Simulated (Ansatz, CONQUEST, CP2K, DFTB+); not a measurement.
# Running H-capped Sn nanowire along [110] (56 atoms) with CP2K

Aim: run H-capped Sn nanowire along [110] (56 atoms) in CP2K and see how near its forces come to a plane-wave reference, and at what cost.

Program: CP2K 2026.2. Level of theory: the method is named at each step. Results are calculated unless marked as measured.

**1. The starting structure**

The cell holds 56 atoms: 24 Sn and 32 H. Its edges and angles: a = 16.841 Å, b = 17.381 Å, c = 18.354 Å, α = 90.0°, β = 90.0°, γ = 90.0°. It derives from Sn (diamond-structure). Round section of size parameter 4.53 Å cut from diamond-structure Sn (a = 6.489 Å) along [110], 4 periods, broken bonds capped with H, 10 Å of vacuum. Then every atom was moved at random, 0.03 Å r.m.s. a Cartesian component (hydrogen 0.6 of that). Regions: wire, 24 atoms (24 Sn); hydrogen, 32 atoms (32 H). Vacuum lies along a and b. The structure's axis is c.

The yardstick, on the same geometry:

```
method                                           : Kohn-Sham DFT, PBE, PAW, plane waves (Ansatz 0.2.0); cutoff 420 eV, Γ point, fermi-dirac smearing of 0.05 eV; PAW set soft_2
r.m.s. force component                           : 0.4556 eV/Å
longest force                                    : 2.209 eV/Å
gap (highest filled to lowest empty level) : 1.716 eV
SCF cycles                                       : 8
time                                             : 22 s on 4 threads of Intel Xeon 6975P-C (Granite Rapids), shared host
CPU time                                         : 82 s
```

**2. PBE, DZVP-MOLOPT-SR, 450/50 Ry, diagonalisation**

Method: Kohn-Sham DFT, PBE, GTH-PBE pseudopotentials, Gaussian and plane waves, DZVP-MOLOPT-SR-GTH, diagonalisation.

input.inp

```
&GLOBAL
  PROJECT cell
  RUN_TYPE ENERGY_FORCE
  PRINT_LEVEL LOW
&END GLOBAL
&FORCE_EVAL
  METHOD QS
  &DFT
    BASIS_SET_FILE_NAME BASIS_MOLOPT
    POTENTIAL_FILE_NAME GTH_POTENTIALS
    &MGRID
      CUTOFF 450
      REL_CUTOFF 50
    &END MGRID
    &QS
      EPS_DEFAULT 1.0E-12
    &END QS
    &SCF
      SCF_GUESS ATOMIC
      EPS_SCF 1.0E-06
      MAX_SCF 200
      ADDED_MOS 20
      &DIAGONALIZATION
        ALGORITHM STANDARD
      &END DIAGONALIZATION
      &SMEAR ON
        METHOD FERMI_DIRAC
        ELECTRONIC_TEMPERATURE [K] 580
      &END SMEAR
      &MIXING
        METHOD BROYDEN_MIXING
        ALPHA 0.15
        NBROYDEN 8
      &END MIXING
      &PRINT
        &RESTART OFF
        &END RESTART
      &END PRINT
    &END SCF
    &XC
      &XC_FUNCTIONAL PBE
      &END XC_FUNCTIONAL
    &END XC
    &PRINT
      &MULLIKEN ON
      &END MULLIKEN
      &HIRSHFELD ON
        SHAPE_FUNCTION DENSITY
      &END HIRSHFELD
      &MO ON
        EIGENVALUES T
        OCCUPATION_NUMBERS T
        MO_INDEX_RANGE 53 76
        &EACH
          QS_SCF 0
        &END EACH
        ADD_LAST NUMERIC
      &END MO
    &END PRINT
  &END DFT
  &SUBSYS
    &CELL
      A 16.84129 0.00000 0.00000
      B 0.00000 17.38083 0.00000
      C 0.00000 0.00000 18.35366
    &END CELL
    &TOPOLOGY
      COORD_FILE_NAME structure.xyz
      COORD_FILE_FORMAT XYZ
    &END TOPOLOGY
    &KIND Sn
      BASIS_SET DZVP-MOLOPT-SR-GTH-q4
      POTENTIAL GTH-PBE-q4
    &END KIND
    &KIND H
      BASIS_SET DZVP-MOLOPT-SR-GTH-q1
      POTENTIAL GTH-PBE-q1
    &END KIND
  &END SUBSYS
  &PRINT
    &FORCES ON
    &END FORCES
  &END PRINT
&END FORCE_EVAL
```

structure.xyz

```xyz
56

Sn 5.97933 6.42100 2.32064
Sn 7.55130 6.42395 0.04478
Sn 6.01588 6.35982 6.92832
Sn 7.63197 6.37320 4.62586
Sn 5.97933 6.33914 11.39414
Sn 7.57942 6.44029 9.17041
Sn 6.01268 6.38954 16.10607
Sn 7.60805 6.43716 13.82141
Sn 6.01638 11.02379 2.27971
Sn 7.62944 10.93654 0.00092
Sn 6.00948 10.96139 6.85895
Sn 7.65588 11.00015 4.61026
Sn 5.93908 10.93046 11.44773
Sn 7.58835 10.95879 9.19170
Sn 6.01301 11.01493 16.03890
Sn 7.60923 11.01736 13.73037
Sn 9.21707 8.67894 0.00477
Sn 10.89194 8.67616 2.23511
Sn 9.26658 8.71909 4.58364
Sn 10.81767 8.72031 6.84353
Sn 9.23223 8.62941 9.19628
Sn 10.87358 8.69615 11.46571
Sn 9.23004 8.78340 13.75625
Sn 10.89328 8.67981 16.10827
H 4.97475 7.79009 2.31330
H 4.98098 5.01350 2.30430
H 8.61752 5.00446 0.02276
H 5.00506 5.01037 6.88079
H 4.99294 7.80869 6.87565
H 8.56649 4.97491 4.61448
H 4.98755 5.00985 11.48113
H 4.95403 7.81042 11.45048
H 8.59546 4.99560 9.15334
H 5.00809 4.97770 16.02385
H 4.99681 7.76210 16.01063
H 8.61213 4.98951 13.75864
H 5.01870 9.56745 2.25768
H 5.01281 12.41009 2.27604
H 8.58518 12.36611 0.01597
H 4.96043 9.56363 6.87858
H 5.01870 12.36003 6.90208
H 8.56952 12.37932 4.58126
H 5.00355 9.60430 11.43305
H 4.97475 12.40696 11.48058
H 8.62577 12.42660 9.16050
H 5.01955 12.38819 16.02642
H 5.04767 9.56363 16.04385
H 8.61550 12.36994 13.78433
H 11.82848 10.08836 2.27659
H 11.86924 7.31194 2.31440
H 11.81080 10.10869 6.86721
H 11.83757 7.30464 6.89107
H 11.79934 10.06889 11.42387
H 11.81652 7.32133 11.53142
H 11.85341 10.09791 16.02146
H 11.80591 7.32359 16.04422
```

Launch:

```sh
$ OMP_NUM_THREADS=1 cp2k.psmp -i input.inp > output.txt
```

Numbers of over 12 decimals in the logs are rounded to 6 here.

Output:

```text
CP2K| version string:                                       CP2K version 2026.2
 CP2K| Input file name                                                 input.inp
 GLOBAL| Basis set file name                                        BASIS_MOLOPT
 GLOBAL| Potential file name                                      GTH_POTENTIALS
 GLOBAL| Run type                                                   ENERGY_FORCE
 GLOBAL| Total number of message passing processes                             1
 GLOBAL| Number of threads for this process                                    1
 TOTAL NUMBERS AND MAXIMUM NUMBERS
  Total number of            - Atomic kinds:                                   2
                             - Atoms:                                         56
                             - Shell sets:                                    56
                             - Shells:                                       216
                             - Primitive Cartesian functions:                280
                             - Cartesian basis functions:                    496
                             - Spherical basis functions:                    472
  Maximum angular momentum of- Orbital basis functions:                        2
                             - Local part of the GTH pseudopotential:          2
                             - Non-local part of the GTH pseudopotential:      4
 SCF PARAMETERS         Density guess:                                    ATOMIC
                        max_scf:                                             200
                        eps_scf:                                        1.00E-06
                        added MOs                                        20    0
                        Mixing method:                            BROYDEN_MIXING
                                                charge density mixing in g-space
                        Smear method:                                FERMI_DIRAC
                        Electronic temperature [K]:                        580.0
                        Electronic temperature [a.u.]:                  1.84E-03
                        Accuracy threshold:                             1.00E-10
 Extrapolation method: initial_guess
 Number of electrons:                                                        128
 Number of occupied orbitals:                                                 64
 Number of molecular orbitals:                                                84
 Number of orbital functions:                                                472
 Number of independent orbital functions:                                    472
 SCF WAVEFUNCTION OPTIMIZATION
  Step     Update method      Time    Convergence         Total energy    Change
     1 NoMix/Diag. 0.15E+00    8.3     0.73607915       -97.7642948517 -9.78E+01
     2 Broy./Diag. 0.15E+00   10.9     0.01527013      -103.9112892237 -6.15E+00
     3 Broy./Diag. 0.15E+00   11.0     0.05883599      -101.8662914812  2.04E+00
     4 Broy./Diag. 0.15E+00   10.9     0.00516170      -101.7290327197  1.37E-01
[...]
27 Broy./Diag. 0.15E+00   11.8     0.00000115      -101.8456776548 -1.05E-05
    28 Broy./Diag. 0.15E+00   11.9     0.00000030      -101.8456854190 -7.76E-06
  *** SCF run converged in    28 steps ***
  Electronic density on regular grids:       -128.0000000000        0.0000000000
  Core density on regular grids:              127.9999999995       -0.0000000005
  Total charge density on r-space grids:       -0.0000000005
  Total charge density g-space grids:          -0.0000000005
  Overlap energy of the core charge distribution:               1.84703e-05
  Self energy of the core charge distribution:               -224.183762
  Core Hamiltonian energy:                                     53.787575
  Hartree energy:                                             104.149257
  Exchange-correlation energy:                                -35.598773
  Electronic entropic energy:                                  -1.34998e-09
  Fermi energy:                                                -0.094342
  Total energy:                                              -101.845685
  Total energy (extrapolated to T->0):                       -101.845685
 MO| EIGENVALUES AND OCCUPATION NUMBERS
 MO|
 MO|  Index      Eigenvalue [a.u.]        Eigenvalue [eV]             Occupation
 MO|     53              -0.186176              -5.066116               2.000000
 MO|     54              -0.185143              -5.037996               2.000000
 MO|     55              -0.182853              -4.975678               2.000000
[...]
MO|     75              -0.013611              -0.370383               0.000000
 MO|     76              -0.011238              -0.305803               0.000000
 MO| Sum:                                                             128.000000
 MO| E(Fermi):           -0.094342 a.u.         -2.567183 eV
 !-----------------------------------------------------------------------------!
                     Mulliken Population Analysis
 #  Atom  Element  Kind  Atomic population                           Net charge
       1     Sn       1          4.099902                             -0.099902
       2     Sn       1          4.127572                             -0.127572
       3     Sn       1          4.111157                             -0.111157
[...]
55     H        2          0.914155                              0.085845
      56     H        2          0.932165                              0.067835
 # Total charge                            128.000000                  0.000000
 !-----------------------------------------------------------------------------!
 !-----------------------------------------------------------------------------!
                           Hirshfeld Charges
  #Atom  Element  Kind  Ref Charge     Population                    Net charge
      1       Sn     1       4.000          3.843                         0.157
      2       Sn     1       4.000          3.916                         0.084
      3       Sn     1       4.000          3.849                         0.151
[...]
55       H      2       1.000          1.080                        -0.080
     56       H      2       1.000          1.078                        -0.078
  Total Charge                                                           -0.000
 !-----------------------------------------------------------------------------!
 ENERGY| Total FORCE_EVAL ( QS ) energy [hartree]           -101.845680
 FORCES| Atomic forces [hartree/bohr]
 FORCES|   Atom     x               y               z               |f|
 FORCES|      1  5.37079462E-04 -1.20132454E-02  7.26644096E-03   1.40501844E-02
 FORCES|      2  1.13862255E-02 -9.86062075E-03 -4.18919482E-04   1.50682934E-02
 FORCES|      3 -7.39124369E-03  1.21960478E-02 -1.02003529E-02   1.75334327E-02
[...]
FORCES|     55  2.28576468E-03 -5.70645207E-04  2.46346358E-03   3.40866673E-03
 FORCES|     56  1.42877886E-02 -1.80272787E-02 -2.38507218E-04   2.30039250E-02
 FORCES| Sum    -4.43069762E-06  6.46435527E-06 -1.33448565E-06
 FORCES| Total atomic force                                       7.94983160E-06
```

Run time: 5.7 min. Hardware: 1 thread of Intel Xeon 6975P-C (Granite Rapids), shared host; peak memory 7.3 GiB.

Banners, paths, timers and routine set-up lines are dropped from the logs unmarked, and long logs keep their key lines alone; longer cuts are marked.

Against the reference:

* r.m.s. force component: 0.431 eV/Å
* r.m.s. difference of force components: 91.34 meV/Å
* longest difference of force vectors: 226.8 meV/Å
* force difference over r.m.s. force: 20.05 %
* slope of forces against the reference's: 0.9272
* correlation of force components: 0.9803
* gap (highest filled to lowest empty level): 1.867 eV
* gap difference: 0.1509 eV

Length of the force difference by element (eV/Å):

```csv
element,atoms,mean,most
H,32,0.14,0.20
Sn,24,0.16,0.23
```

Levels nearest the highest filled one (eV from it): -1.57, -1.55, -1.48, -1.40, -1.32, -1.25, -1.17, -1.10, -1.00, -0.92, -0.36, 0.00, 1.87, 1.92, 2.00, 2.46, 2.75, 2.79, 2.83, 3.03, 3.06, 3.10, 3.12, 3.19.

The surroundings of Sn23, whose charge lies farthest from its element's mean, nearest first, numbered as they follow in the input and with coordinates relative to it.

```
atom      x      y      z  distance (Å)  Hirshfeld charge (e)     Fx     Fy  Fz (eV/Å)
Sn23   0.00   0.00   0.00          0.00                  0.00   0.41  -0.57       0.30
Sn16  -1.62   2.23  -0.03          2.76                  0.08  -0.58  -0.23       0.01
Sn22   1.64  -0.09  -2.29          2.82                  0.16  -0.90  -0.19       0.14
 Sn8  -1.62  -2.35   0.07          2.85                  0.07   0.11  -0.23      -0.71
Sn24   1.66  -0.10   2.35          2.88                  0.16  -0.97   1.02      -0.47
 H48  -0.61   3.59   0.03          3.64                 -0.08   0.21   0.41      -0.08
 H53   2.57   1.29  -2.33          3.70                 -0.08   0.55   0.66      -0.06
 H55   2.62   1.31   2.27          3.71                 -0.08   0.12  -0.03       0.13
 H54   2.59  -1.46  -2.22          3.71                 -0.08   0.45  -0.50       0.01
 H56   2.58  -1.46   2.29          3.74                 -0.08   0.73  -0.93      -0.01
 H36  -0.62  -3.79   0.00          3.84                 -0.08  -0.20   0.38       0.07
```

Forces lie 20 % from the reference's, at 4.2 times its CPU time (on 1 against 4 cores).

**3. PBE, DZVP-UZH, 450/50 Ry, diagonalisation**

Method: Kohn-Sham DFT, PBE, GTH-PBE pseudopotentials, Gaussian and plane waves, DZVP-MOLOPT (UZH set), diagonalisation.

input.inp, as its differences from that of step 2:

```diff
@@ -8,4 +8,4 @@
   &DFT
-    BASIS_SET_FILE_NAME BASIS_MOLOPT
-    POTENTIAL_FILE_NAME GTH_POTENTIALS
+    BASIS_SET_FILE_NAME BASIS_MOLOPT_UZH
+    POTENTIAL_FILE_NAME POTENTIAL_UZH
     &MGRID
@@ -66,8 +66,32 @@
     &END CELL
-    &TOPOLOGY
-      COORD_FILE_NAME structure.xyz
-      COORD_FILE_FORMAT XYZ
-    &END TOPOLOGY
+    &COORD
+      SCALED
+      Sn 0.35504 0.36943 0.12644
+      Sn 0.44838 0.36960 0.00244
+      Sn 0.35721 0.36591 0.37749
+      Sn 0.45317 0.36668 0.25204
+      Sn 0.35504 0.36472 0.62081
+      Sn 0.45005 0.37054 0.49965
+      Sn 0.35702 0.36762 0.87754
+      Sn 0.45175 0.37036 0.75306
+      Sn 0.35724 0.63425 0.12421
+      Sn 0.45302 0.62923 0.00005
+      Sn 0.35683 0.63066 0.37371
+      Sn 0.45459 0.63289 0.25119
+      Sn 0.35265 0.62888 0.62373
+      Sn 0.45058 0.63051 0.50081
+      Sn 0.35704 0.63374 0.87388
+      Sn 0.45182 0.63388 0.74810
+      Sn 0.54729 0.49934 0.00026
+      Sn 0.64674 0.49918 0.12178
+      Sn 0.55023 0.50165 0.24974
+      Sn 0.64233 0.50172 0.37287
+[... 32 atom lines left out ...]
+      H 0.70062 0.57931 0.62243
+      H 0.70164 0.42123 0.62829
+      H 0.70383 0.58098 0.87293
+      H 0.70101 0.42136 0.87417
+    &END COORD
     &KIND Sn
-      BASIS_SET DZVP-MOLOPT-SR-GTH-q4
+      BASIS_SET DZVP-MOLOPT-PBE-GTH-q4
       POTENTIAL GTH-PBE-q4
@@ -75,3 +99,3 @@
     &KIND H
-      BASIS_SET DZVP-MOLOPT-SR-GTH-q1
+      BASIS_SET DZVP-MOLOPT-PBE-GTH-q1
       POTENTIAL GTH-PBE-q1
```

Output:

```text
CP2K| version string:                                       CP2K version 2026.2
 CP2K| Input file name                                                 input.inp
 GLOBAL| Basis set file name                                    BASIS_MOLOPT_UZH
 GLOBAL| Potential file name                                       POTENTIAL_UZH
[... lines left out ...]
                        Smear method:                                FERMI_DIRAC
[... lines left out ...]
 Number of electrons:                                                        128
[... lines left out ...]
  Step     Update method      Time    Convergence         Total energy    Change
[... lines left out ...]
  *** SCF run converged in    33 steps ***
[... lines left out ...]
  Fermi energy:                                                -0.099979
  Total energy:                                              -101.860703
  Total energy (extrapolated to T->0):                       -101.860703
[... lines left out ...]
 MO| E(Fermi):           -0.099979 a.u.         -2.720573 eV
[... lines left out ...]
     56       H      2       1.000          1.083                        -0.083
  Total Charge                                                           -0.000
 !-----------------------------------------------------------------------------!
 ENERGY| Total FORCE_EVAL ( QS ) energy [hartree]           -101.860724
 FORCES| Atomic forces [hartree/bohr]
 FORCES|   Atom     x               y               z               |f|
 FORCES|      1  2.76027519E-03 -1.15171282E-02  7.32174608E-03   1.39237684E-02
 FORCES|      2  9.63104039E-03 -7.92613118E-03 -3.76836562E-04   1.24788822E-02
 FORCES|      3 -5.01495764E-03  1.17678546E-02 -1.00897547E-02   1.62921868E-02
[...]
FORCES|     55  3.64131550E-03  1.40111259E-03  2.31721479E-03   4.53781660E-03
 FORCES|     56  1.52444384E-02 -1.93683880E-02 -2.79755411E-04   2.46496576E-02
 FORCES| Sum    -3.41705269E-06  4.14733846E-06 -1.66770339E-06
 FORCES| Total atomic force                                       5.62653534E-06
```

Wall time 6.4 min (1 thread); peak memory 7.3 GiB.

Compared with the plane-wave run:

- r.m.s. force component: 0.4314 eV/Å
- r.m.s. difference of force components: 38.49 meV/Å
- longest difference of force vectors: 138.6 meV/Å
- force difference over r.m.s. force: 8.447 %
- slope of forces against the reference's: 0.9447
- correlation of force components: 0.9977
- gap (highest filled to lowest empty level): 1.861 eV
- gap difference: 0.1453 eV

Against the first run (20 %), the force difference from the reference is 8.4 %, at 1.1 times the CPU time, with 472 basis functions against 472; this set comes with other potentials too, so the change isn't the basis's alone.

(Continued in part 2 of 2.)

[Also dropped from logs without a mark: logging warnings of Python, and SIESTA's first energy breakdown and zero terms.]

[Logs are printed without paths, hosts, clocks, repeated set-up lines and the standing remarks that a program may print on its own settings, such as how far it seeks lower states.]

[Hosts, paths, dates, database ids (printed as entryN), source tags and the programs' standing remarks are cut or masked in the printed files.]
